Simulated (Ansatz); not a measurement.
# Phonons of PbSe (Clausthalite, Fm-3m) against volume, part 2 of 3

Aim: how do the optical modes of PbSe (Clausthalite, Fm-3m) move with volume?

Ansatz 0.2.0; DFT PBE, scalar-relativistic, plane waves, PAW; PAW set soft_1.

So far. Step 3 (Tight relaxation): The forces vanish by symmetry and the pressure is 0.004 GPa, within the tolerances set. The cell now holds 30.05 Å³/atom.

In doubt: the program warns that the response may not be converged on this k-mesh (step 4), which bears on the force constants and all frequencies.

### 4. Modes at rest

The modes at rest are the reference of the series, and the response to a field gives the dielectric tensor and the Born charges.

input.yaml reads:

```yaml
crystal:
  lattice:
    - [0.0, 3.1088988503, 3.1088988503]
    - [3.1088988503, 0.0, 3.1088988503]
    - [3.1088988503, 3.1088988503, 0.0]
  atoms:
    - { symbol: Se, position: [0.5, 0.5, 0.5] }
    - { symbol: Pb, position: [0.0, 0.0, 0.0] }
kpoints:
  mp_grid: { grid: [16, 16, 16] }
hamiltonian:
  xc: pbe
  pseudopotentials: { kind: paw, azcp: { folder: soft_1 } }
scf:
  occupations: { method: fixed }
output:
  eigenvalues: true
phonons:
  method: dfpt
  dielectric: true
  rigid_motions: translations
  raman: true
```

Command:

```sh
> ansatz run input.yaml --threads 4 --pin off --max-ram 10240MiB --backend cpu --events-out ev --progress --plain --runs-dir out
```

Numbers of over 12 decimals in the logs are rounded to 6 here.

What it wrote:

```text
[...]
Crystal: 2 atoms, lattice volume = 60.097 Å³
Basis set: ecut = 420 eV, 1211 PW (Γ), exchange–correlation on 60×60×60 points (8 copies of the dense FFT grid, shifted against one another)
Bands: 19, of which v1, the nominal top of the filled ones, is band 15 counted from 1 (14 counted from 0)
Symmetry: 48 space group operations
k-points: 349 of 4096 (irreducible under 8 space group operations, time reversal used)
[...]
SCF iter   1: F=—  HF=-17379.154921 eV  |F-HF|=—  |Δ(HF+E_count)|=         —  Δρ=2.14e-2  dr2=4.64e-1  ethr=3.10e-3  ⟨swp⟩=5.0  Hψ=27525  notcnv=0  defer=561
[...]
SCF iter   9: F=-17379.051282 eV  HF=-17379.051282 eV  |F-HF|=3.64e-12  |Δ(HF+E_count)|=  6.95e-10  Δρ=1.21e-7  dr2=8.86e-12  ethr=1.00e-12  ⟨swp⟩=8.6  Hψ=40097  notcnv=0
SCF 1 converged in 9 iterations: F = -17379.051282 eV  dr2 = 8.86e-12
[...]
DFPT response loops at Γ: preconditioner auto → none (the input reference at scf.mixing.eps_inf says where Resta's filter doesn't serve); β = 0.50; Broyden in place of MSR1
── the response to a field inside a basis, on 16×16×16 k-points: an SCF that follows is theirs, and a resumed run solves both again ──
Bands: 16, of which v1, the nominal top of the filled ones, is band 15 counted from 1 (14 counted from 0)
k-points: 408
[...]
Eigensolver: Dense (408 Hₖ)
SCF iter   1: F=—  HF=-17379.046946 eV  |F-HF|=—  |Δ(HF+E_count)|=         —  Δρ=9.81e-5  dr2=1.34e-6  ethr=1.00e-1
[...]
SCF iter   6: F=-17379.046948 eV  HF=-17379.046948 eV  |F-HF|=0.00e0  |Δ(HF+E_count)|=  1.53e-10  Δρ=5.77e-8  dr2=2.27e-12  ethr=1.00e-12
SCF 1 converged in 6 iterations: F = -17379.046948 eV  dr2 = 2.27e-12
[...]
WARN: field response: ε∞ stands inside a basis, on 16×16×16 points; the force constants stand on the 16×16×16 k-mesh, whose period is 13.65 times the interband length at k = (0.0000, 0.0000, -0.5000), direct gap 0.440 eV, under 14: take them and everything formed from them as unconverged, and compare with a denser kpoints.mp_grid
SCF converged after 9 iterations
Free energy (F): -17379.051282 eV
[...]
Internal energy: -17379.051282 eV  (E = F + TS)
E sigma→0 (E₀):  -17379.051282 eV
Fermi energy:    8.178267 eV
[...]
--- Band table (eV; the first three rows and the last of 349) ---
  k-point 0: bands = [... 11 lower, 1.8350, 6.5437, 6.5437, 6.5437, 12.8218, 12.8218, 12.8218, 14.8357]
  k-point 1: bands = [... 11 lower, 1.7469, 6.5531, 6.5531, 6.6048, 12.5013, 12.6413, 12.6413, 14.7634]
  k-point 2: bands = [... 11 lower, 1.5029, 6.5815, 6.5815, 6.7694, 11.8217, 12.2062, 12.2062, 14.6467]
  k-point 348: bands = [... 11 lower, 0.3597, 4.3288, 4.3288, 7.5077, 10.1402, 13.1277, 13.1277, 15.8628]
--- Phonons (Γ-DFPT): 2 representative perturbations + reference, on 349 of 4096 k-points (Σ response iterations 6) ---
  k mesh reduced under 8 symmetry operations, with k and −k counted as one. Each operation leaves every solved perturbation unchanged. A smaller set is not considered because the run solves the response to a homogeneous field
  ASR residual: 2.172e-4 → 0.000e0 eV/Å²; symmetrization residual: 2.442e-6 eV/Å²
  ASR residual per site (eV/Å²): 2.88e-5 2.17e-4
  Γ frequencies (cm⁻¹): 0.00 0.00 0.00 31.06 31.06 31.06
  ε∞ (high-frequency dielectric tensor):
       20.050225    -0.000000     0.000000
       -0.000000    20.050225    -0.000000
        0.000000    -0.000000    20.050225
  ε⁰ (static dielectric tensor: ions relaxed, cell fixed):
      364.055415     0.000000    -0.000000
        0.000000   364.055415     0.000000
       -0.000000     0.000000   364.055415
  ε⁰ − ε∞ (ionic part):
      344.005190     0.000000    -0.000000
        0.000000   344.005190     0.000000
       -0.000000     0.000000   344.005190
  softest optical mode at Γ: 31.06 cm⁻¹; the repairs (sum rule, projections) moved no ω² at Γ by more than (0.58 cm⁻¹)²
  Born effective charges Z* (e; rows j = field, columns β = displacement):
    site 0:
        -4.81388   -0.00000    0.00000
         0.00000   -4.81388   -0.00000
         0.00000    0.00000   -4.81388
    site 1:
         4.81388    0.00000   -0.00000
        -0.00000    4.81388    0.00000
        -0.00000   -0.00000    4.81388
  Z* charge neutrality: 6.701e-4 e pre-enforcement
  solved inside a basis spanned on kpoints, on 16×16×16 k-points transformed towards the longest dipole: ε∞ is read to err by 8.6e-2, Z* by 3.5e-2 e (field_mesh: kpoints solves on kpoints); Z* is corrected for what the basis lacks
  Raman tensors (in the event stream and the table raman_tensors.tsv): an entry may err by 3.6e-2 Å², one of the second-order susceptibility by 1.7e-17 pm/V (basis, points and sum rule); their sum over the sites missed zero by 7.934e-20 Å² ahead of its enforcement
  optical modes at Γ without the LO–TO term, one row a degenerate level:
      ω (cm⁻¹)  modes    IR ((D/Å)²/amu)  static Raman (Å⁴/amu)  depolarisation
         31.06      3            28.0506                 0.0000               —
  optical modes at Γ + LO–TO along q̂ = [1.0000, 0.0000, 0.0000]:
      ω (cm⁻¹)  modes    IR ((D/Å)²/amu)  static Raman (Å⁴/amu)  depolarisation
         31.06      2            18.7004                 0.0000               —
        132.34      1             9.3502                 0.0000               —
  optical modes at Γ + LO–TO along q̂ = [0.0000, 1.0000, 0.0000]:
      ω (cm⁻¹)  modes    IR ((D/Å)²/amu)  static Raman (Å⁴/amu)  depolarisation
         31.06      2            18.7004                 0.0000               —
        132.34      1             9.3502                 0.0000               —
  optical modes at Γ + LO–TO along q̂ = [0.0000, 0.0000, 1.0000]:
      ω (cm⁻¹)  modes    IR ((D/Å)²/amu)  static Raman (Å⁴/amu)  depolarisation
         31.06      2            18.7004                 0.0000               —
        132.34      1             9.3502                 0.0000               —
```

The job ended after 18 min (4 threads of Intel Xeon at 2.50GHz (Skylake/Cascade Lake), shared host; peak memory 3.1 GiB; 65 min of CPU time).

Reading the cycles: dr2 is the Hartree energy of the density residual (eV), the measure of convergence; HF is the Harris–Foulkes estimate of the energy, which meets the free energy F at convergence.

This step gave:

```
sum-rule residual before enforcement                    : 2.17e-4 eV/Å²
miss of the charge sum rule                             : 6.70e-4 e
estimated error of the dielectric tensor                : 0.08583
estimated error of the Born charges                     : 0.03479 e
point group                                             : m-3m
highest optical mode at the zone centre (no LO-TO term) : 31.06 cm⁻¹
lowest optical zone-centre mode                         : 31.06 cm⁻¹
mean high-frequency dielectric constant                 : 20.05
largest Born charge (third of the trace)                : -4.814 e
mean static dielectric constant                         : 364.1
top of the zone-centre spectrum with the field          : 132.3 cm⁻¹
```

Without the LO-TO term. Patterns of degenerate modes are one choice out of their space. Modes at Γ, with each element's share of the kinetic energy:

```csv
mode,frequency (cm⁻¹),symmetry,Se %,Pb %
1,0.0,acoustic,28,72
2,0.0,acoustic,28,72
3,0.0,acoustic,28,72
4,31.1,T1u,72,28
5,31.1,T1u,72,28
6,31.1,T1u,72,28
```

Displacements in mode 5 (31.1 cm⁻¹), the largest set to 1:
```
Se1  0.00  0.00  1.00
Pb2  0.00  0.00 -0.38
```

Optical modes at the zone centre, without and with the macroscopic field of the longitudinal modes; each column is sorted by frequency, so a row need not hold one and the same mode. Modes with and without the field, by row:

```csv
rank among optical modes,no field (cm⁻¹),"q along (1, 0, 0) (cm⁻¹)"
1,31.1,31.1
2,31.1,31.1
3,31.1,132.3
```

Born charge (rows field, columns displacement) (e), principal values of the symmetric part by kind of site:

```csv
atom,atoms with these values,low,middle,high,mean
Se1,1,-4.81,-4.81,-4.81,-4.81
Pb2,1,4.81,4.81,4.81,4.81
```

In full for Pb2:

```
4.81 0.00 0.00
0.00 4.81 0.00
0.00 0.00 4.81
```

High-frequency dielectric tensor:

```
20.05  0.00  0.00
 0.00 20.05  0.00
 0.00  0.00 20.05
```

Static dielectric tensor (ions relaxed, fixed cell):

```
364.1   0.0   0.0
  0.0 364.1   0.0
  0.0   0.0 364.1
```

Transverse modes. Lines of the infrared spectrum (strongest = 100):

```csv
position (cm⁻¹),label,relative intensity
31,T1u,100
```

Before it was imposed, the acoustic sum rule was missed by 2.2e-4 eV/Å² and the charge sum rule by 6.7e-4 e. Small misses are needed for a sound result but don't prove that mesh and cutoff are converged. The lowest optical mode is real, 31.1 cm⁻¹.

The log warns of the k mesh: “the force constants stand on the 16×16×16 k-mesh, whose period is 13.65 times the interband length at k = (0.0000, 0.0000, -0.5000), direct gap 0.440 eV, under 14: take them and everything formed from them as unconverged”. So the frequencies of this run count as unconverged too.

### 5. Ground state of a member: 1.06 times the volume at rest

The cell is set to 1.06 times the volume at rest; symmetry leaves nothing else free, so this is a single point.

input.yaml, the sections that differ from step 4:

```yaml
crystal:
  lattice:
    - [0.0, 3.1698731314, 3.1698731314]
    - [3.1698731314, 0.0, 3.1698731314]
    - [3.1698731314, 3.1698731314, 0.0]
  atoms:
    - { symbol: Se, position: [0.5, 0.5, 0.5] }
    - { symbol: Pb, position: [0.0, 0.0, 0.0] }
scf:
  occupations: { method: gaussian, width: 0.02 }
output:
  forces: true
  stress: true
  eigenvalues: true
# kpoints, hamiltonian: as in step 4
# phonons: removed
```

What it wrote:

```text
[...]
Crystal: 2 atoms, lattice volume = 63.702 Å³
Basis set: ecut = 420 eV, 1243 PW (Γ), exchange–correlation on 60×60×60 points (8 copies of the dense FFT grid, shifted against one another)
Bands: 19, of which v1, the nominal top of the filled ones, is band 15 counted from 1 (14 counted from 0)
Symmetry: 48 space group operations
[...]
k-points: 145 of 4096
[...]
SCF iter   1: F=—  HF=-17379.146848 eV  |F-HF|=—  |Δ(HF+E_count)|=         —  Δρ=2.17e-2  dr2=5.53e-1  ethr=3.10e-3  ⟨swp⟩=7.3  Hψ=14167  notcnv=0
[...]
SCF iter   7: F=-17379.022996 eV  HF=-17379.022996 eV  |F-HF|=1.68e-8  |Δ(HF+E_count)|=   2.98e-7  Δρ=4.55e-6  dr2=6.61e-9  ethr=3.33e-10  ⟨swp⟩=5.9  Hψ=12639  notcnv=0
SCF 1 converged in 7 iterations: F = -17379.022996 eV  dr2 = 6.61e-9
[...]
SCF converged after 7 iterations
Free energy (F): -17379.022996 eV
[...]
Internal energy: -17379.022996 eV  (E = F + TS)
E sigma→0 (E₀):  -17379.022996 eV
Fermi energy:    7.573644 eV
[...]
--- Stress (GPa, compression-positive) ---
       -2.387510       0.000000      -0.000000
        0.000000      -2.387510      -0.000000
        0.000000      -0.000000      -2.387510
  P = ⅓ Tr σ = -2.3875 GPa (-23.875 kbar)
--- Band table (eV; the first three rows and the last of 145) ---
  k-point 0: bands = [... 11 lower, 0.8765, 5.9137, 5.9137, 5.9137, 11.8122, 11.8122, 11.8122, 14.0736]
  k-point 1: bands = [... 11 lower, 0.8059, 5.9223, 5.9223, 5.9604, 11.5183, 11.6541, 11.6541, 13.9990]
  k-point 2: bands = [... 11 lower, 0.6083, 5.9482, 5.9482, 6.0887, 10.8837, 11.2646, 11.2646, 13.8770]
  k-point 144: bands = [... 11 lower, -0.3415, 3.8585, 3.8585, 6.7464, 9.3009, 12.1788, 12.1788, 14.9078]
```

Elapsed: 5.9 s, on 4 threads; peak memory 0.48 GiB.

Numbers from this step:

```
pressure          : -2.388 GPa
gap on the k-mesh : 0.5937 eV
volume per atom   : 31.85 Å³
```

The forces vanish by symmetry, at a pressure of -2.39 GPa.

### 6. Zone-centre modes of the member: 1.06 times the volume at rest

The zone-centre modes follow for 1.06 times the volume at rest, with the response to a field.

Edit input.yaml of step 5 so:

```diff
@@ -14,6 +14,8 @@
 scf:
-  occupations: { method: gaussian, width: 0.02 }
+  occupations: { method: fixed }
 output:
-  forces: true
-  stress: true
   eigenvalues: true
+phonons:
+  method: dfpt
+  dielectric: true
+  rigid_motions: translations
```

What it wrote:

```text
[...]
Crystal: 2 atoms, lattice volume = 63.702 Å³
Basis set: ecut = 420 eV, 1243 PW (Γ), exchange–correlation on 60×60×60 points (8 copies of the dense FFT grid, shifted against one another)
Bands: 19, of which v1, the nominal top of the filled ones, is band 15 counted from 1 (14 counted from 0)
Symmetry: 48 space group operations
k-points: 349 of 4096 (irreducible under 8 space group operations, time reversal used)
[...]
SCF iter   1: F=—  HF=-17379.147467 eV  |F-HF|=—  |Δ(HF+E_count)|=         —  Δρ=2.17e-2  dr2=5.52e-1  ethr=3.10e-3  ⟨swp⟩=5.0  Hψ=27164  notcnv=0  defer=541
[...]
SCF iter   9: F=-17379.022996 eV  HF=-17379.022996 eV  |F-HF|=3.64e-12  |Δ(HF+E_count)|=   1.54e-9  Δρ=1.23e-7  dr2=7.75e-12  ethr=1.00e-12  ⟨swp⟩=8.9  Hψ=41396  notcnv=0
SCF 1 converged in 9 iterations: F = -17379.022996 eV  dr2 = 7.75e-12
[...]
Bands: 16, of which v1, the nominal top of the filled ones, is band 15 counted from 1 (14 counted from 0)
k-points: 408 of 4096 (irreducible under 12 space group operations)
[...]
Eigensolver: Dense (408 Hₖ)
SCF iter   1: F=—  HF=-17379.018464 eV  |F-HF|=—  |Δ(HF+E_count)|=         —  Δρ=8.10e-5  dr2=1.05e-6  ethr=1.00e-1
[...]
SCF iter   3: F=-17379.018465 eV  HF=-17379.018465 eV  |F-HF|=1.12e-8  |Δ(HF+E_count)|=   4.09e-7  Δρ=9.94e-6  dr2=4.79e-8  ethr=9.28e-10
SCF 1 converged in 3 iterations: F = -17379.018465 eV  dr2 = 4.79e-8
[...]
SCF converged after 9 iterations
Free energy (F): -17379.022996 eV
[...]
Internal energy: -17379.022996 eV  (E = F + TS)
E sigma→0 (E₀):  -17379.022996 eV
Fermi energy:    7.276808 eV
[...]
--- Band table (eV; the first three rows and the last of 349) ---
  k-point 0: bands = [... 11 lower, 0.8765, 5.9137, 5.9137, 5.9137, 11.8122, 11.8122, 11.8122, 14.0736]
  k-point 1: bands = [... 11 lower, 0.8059, 5.9223, 5.9223, 5.9604, 11.5183, 11.6541, 11.6541, 13.9990]
  k-point 2: bands = [... 11 lower, 0.6083, 5.9482, 5.9482, 6.0887, 10.8837, 11.2646, 11.2646, 13.8770]
  k-point 348: bands = [... 11 lower, -0.3415, 3.8585, 3.8585, 6.7464, 9.3009, 12.1788, 12.1788, 14.9078]
[...]
ASR residual: 1.717e-4 → 0.000e0 eV/Å²; symmetrization residual: 1.483e-5 eV/Å²
  ASR residual per site (eV/Å²): 1.19e-5 1.72e-4
  Γ frequencies (cm⁻¹): -38.47 -38.47 -38.47 0.00 0.00 0.00
  ε∞ (high-frequency dielectric tensor):
       18.484362    -0.000000     0.000000
       -0.000000    18.484362    -0.000000
        0.000000    -0.000000    18.484362
[...]
Born effective charges Z* (e; rows j = field, columns β = displacement):
    site 0:
        -4.79685   -0.00000   -0.00000
         0.00000   -4.79685   -0.00000
         0.00000   -0.00000   -4.79685
    site 1:
         4.79685    0.00000    0.00000
        -0.00000    4.79685    0.00000
        -0.00000    0.00000    4.79685
  Z* charge neutrality: 2.502e-4 e pre-enforcement
  solved inside a basis spanned on kpoints, on 16×16×16 k-points, its susceptibility summed on 20×20×20: ε∞ is read to err by 6.1e-2, Z* by 1.8e-2 e (field_mesh: kpoints solves on kpoints); Z* is corrected for what the basis lacks
  optical modes at Γ without the LO–TO term, one row a degenerate level:
      ω (cm⁻¹)  modes    IR ((D/Å)²/amu)
        -38.47      3            27.8525
  optical modes at Γ + LO–TO along q̂ = [1.0000, 0.0000, 0.0000]:
      ω (cm⁻¹)  modes    IR ((D/Å)²/amu)
        -38.47      2            18.5684
        123.84      1             9.2842
  optical modes at Γ + LO–TO along q̂ = [0.0000, 1.0000, 0.0000]:
      ω (cm⁻¹)  modes    IR ((D/Å)²/amu)
        -38.47      2            18.5684
        123.84      1             9.2842
  optical modes at Γ + LO–TO along q̂ = [0.0000, 0.0000, 1.0000]:
      ω (cm⁻¹)  modes    IR ((D/Å)²/amu)
        -38.47      2            18.5684
        123.84      1             9.2842
```

Elapsed: 3.4 min, on 4 threads; peak memory 1.7 GiB; 12 min of CPU time.

Numbers from this step:

```yaml
sum_rule_residual_before_enforcement: 1.72e-4 eV/Å²
miss_of_the_charge_sum_rule: 2.50e-4 e
estimated_error_of_the_dielectric_tensor: 0.06089
estimated_error_of_the_born_charges: 0.01778 e
highest_optical_mode_at_the_zone_centre_no_lo_to_term: -38.47 cm⁻¹
lowest_optical_zone_centre_mode: -38.47 cm⁻¹
mean_high_frequency_dielectric_constant: 18.48
largest_born_charge_third_of_the_trace: -4.797 e
top_of_the_zone_centre_spectrum_with_the_field: 123.8 cm⁻¹
```

Without the LO-TO term. Patterns of degenerate modes are one choice out of their space. Modes at Γ, with each element's share of the kinetic energy (negative means imaginary):

```csv
mode,frequency (cm⁻¹),symmetry,Se %,Pb %
1,-38.5,T1u,72,28
2,-38.5,T1u,72,28
3,-38.5,T1u,72,28
4,0.0,acoustic,28,72
5,0.0,acoustic,28,72
6,0.0,acoustic,28,72
```

Displacements in mode 3 (-38.5 cm⁻¹), the largest set to 1:
```
Se1  0.00  0.00  1.00
Pb2  0.00  0.00 -0.38
```

The optical mode without the LO-TO term lies at -38.5 cm⁻¹.

Between step 4 and this run (volume ratio 1.06) the value for the mean high-frequency dielectric constant moves from 20.1 to 18.5 (-8 %).

[end of part 2 of 3]

[Logs are printed without paths, hosts, clocks, repeated set-up lines and the standing remarks that a program may print on its own settings, such as how far it seeks lower states.]

[Hosts, paths, dates, database ids (printed as entryN), source tags and the programs' standing remarks are cut or masked in the printed files.]
